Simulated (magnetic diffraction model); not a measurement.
# Ce2CuTe4: the ordered moment from one line

Space group I-42d (no. 122), a = 8.7230 Å, c = 9.2640 Å.

```
site  atom       x       y       z
  8d    Ce  0.3639     1/4     5/8
 16e    Te  0.1884  0.9234  0.1884
  4b    Cu     1/2       0     1/4
```

This is a made-up structure (elements placed in a structure type, unrelaxed), so the numbers test the method and describe no known phase.

Only Ce is taken to order (form factors of Ce3+); orders and moment sizes are assumed, and not adapted to the symmetry. Radiation: neutrons of λ = 1.909 Å, 2° to 40°; isotropic B of 0.24 Å² (Ce), 0.23 Å² (Te) and 0.24 Å² (Cu). Simulated constant-wavelength pattern: nuclear and magnetic terms add, the magnetic one as |2.695 fm × Σ f S⊥ exp(2πi Q·r) exp(−B s²)|², summed over all Q at one angle with the factor 1/(sin²θ cos θ). For a modulated order the moment at position r is S exp(−2πi k·r) + c.c., with S = m/2 for a sine wave of amplitude m and S = m(u + iv)/2 for moments turning in a plane, u and v being orthogonal unit vectors in it; the phase factor of the sum at Q = H + k is then exp(2πi H·r). Free-ion form factors, Sears's scattering lengths of 1992, no absorption; a label names one of the reflections at its angle. The strongest nuclear line in the range is 100, and lines under 0.2 are left out.

In a first state the assumed order is k = (0 0 1/3), moments turning in the plane of [100] and [010], 1.3 μB on Ce; signs + at (0.3639, 1/4, 5/8), + at (3/4, 0.1361, 7/8), − at (0.1361, 1/4, 1/8), + at (3/4, 0.3639, 3/8), with this pattern:

```tsv
2θ (°)	index	nuclear	magnetic
3.94	(0 0 1/3)	0.0	34.0
14.85	(1 0 2/3)	0.0	6.0
17.29	(1 0 1)	5.8	0.0
18.24	(1 1 1/3)	0.0	3.2
19.78	(0 0 5/3)	0.0	1.3
20.23	(1 0 4/3)	0.0	4.0
25.60	(2 0 1/3)	0.0	1.5
26.73	(1 1 5/3)	0.0	2.1
27.82	(0 0 7/3)	0.0	0.6
29.45	(2 1 2/3)	0.0	2.4
29.87	(1 1 2)	1.9	0.0
30.79	(2 1 1)	12.6	0.0
32.30	(2 0 5/3)	0.0	1.2
32.59	(2 1 4/3)	0.0	2.2
33.23	(1 1 7/3)	0.0	1.4
34.40	(1 0 8/3)	0.0	1.5
```
(The table stops after 16 lines; 5 more lie at higher angle.)

**Question.** Nearer the ordering temperature the line at 3.94° has total intensity 3.1 on the same scale, and all moments have shrunk alike. How large is the Ce moment?

The nuclear part, 0.0, stays, so the magnetic part is 3.1 against 34.0. It goes as m², so m = 1.3 × √(3.1/34.0) = 0.39 μB; the value used was 0.39 μB.

[Logs are printed without paths, hosts, clocks, repeated set-up lines and the standing remarks that a program may print on its own settings, such as how far it seeks lower states.]
